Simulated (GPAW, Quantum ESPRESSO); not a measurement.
Consider LaGaO3 (Pm-3m).

```xyz
5
Lattice="3.9135 0.0000 0.0000 0.0000 3.9135 0.0000 0.0000 0.0000 3.9135" Properties=species:S:1:pos:R:3 pbc="T T T"
La    1.9567    1.9567    1.9567
Ga    0.0000    0.0000    0.0000
O     1.9567    0.0000    0.0000
O     0.0000    0.0000    1.9567
O     0.0000    1.9567    0.0000
```

Absorber: atom 3, with 2 Ga at 1.96 Å (linear, site symmetry 4/mmm). Method: Quantum ESPRESSO XSpectra, LDA, full core hole (charged cell), 20-atom cell with 6.8 Å between holes, 4×4×4 k points, dipole transitions, Lorentzian half width 0.3 eV up to 4 eV, rising linearly to 2.5 eV at 25 eV (counted from xe0, 1.5 eV below the zero used here), without spin-orbit coupling.

**Question.** What does the O K edge look like?

Main maxima up to 24 eV above the zero (height): 1.2 eV (0.92), 2.9 eV (2.42), 8.2 eV (1.60) and 18.4 eV (0.64). A K edge sees empty p states on the absorber. The total-energy difference plus the lowest empty eigenvalue puts the zero at 534.62 eV. One term is added: -8.83 eV, since the hole is spin-paired here and a spin-polarised one costs that much less in the free atom (computed apart). The photon energy is then 525.79 eV. The functional and the charged cell's background leave an error in such absolute values: in the free atom LDA prices this hole 4.1 eV below PBE (computed apart), and PBE is itself good to a few eV.

The O K spectrum (energy from the lowest empty level; intensity scaled to a mean of 1 over the first 20 eV; the points at xe0, where the cut of filled states can leave a spike, are interpolated):

```tsv
E (eV)	intensity
-2.0	0.04
-1.4	0.05
-0.8	0.08
-0.2	0.12
0.4	0.28
1.0	0.85
1.6	0.78
2.2	1.29
2.8	2.34
3.4	2.17
4.0	1.90
4.6	1.39
5.2	0.92
5.8	0.74
6.4	0.80
7.0	1.06
7.6	1.45
8.2	1.60
8.8	1.48
9.4	1.29
10.0	1.16
10.6	1.10
11.2	1.07
11.8	1.02
12.4	0.94
13.0	0.83
13.6	0.72
14.2	0.63
14.8	0.58
15.4	0.55
16.0	0.56
16.6	0.59
17.2	0.62
17.8	0.64
18.4	0.64
19.0	0.63
19.6	0.61
20.2	0.59
20.8	0.57
21.4	0.55
22.0	0.54
22.6	0.54
23.2	0.55
23.8	0.56
24.4	0.58
25.0	0.59
25.6	0.61
26.2	0.63
26.8	0.65
27.4	0.68
28.0	0.71
28.6	0.74
29.2	0.77
29.8	0.79
30.4	0.81
31.0	0.81
31.6	0.79
```

Lifetime broadening is put in by hand, and intensities beyond about 20 eV depend on it and on the partial waves; weight that the partial waves miss at high energy is lost. The structure is a computed Materials Project entry and may be a hypothetical form.

[Banner, clock and machine lines of the logs are left out without a mark of their own.]

[Logs are printed without paths, hosts, clocks, repeated set-up lines and the standing remarks that a program may print on its own settings, such as how far it seeks lower states.]

[Hosts, paths, dates, database ids (printed as entryN), source tags and the programs' standing remarks are cut or masked in the printed files.]

[Lists of maxima count a maximum above −3 eV only where it reaches 4 % of the highest in the window and stands out from its surroundings by 2 % of it (1.5 % where it reaches 55 %); shoulders and weaker maxima are passed over, and of the rest the first, up to two pre-edge ones and the few strongest are named.]
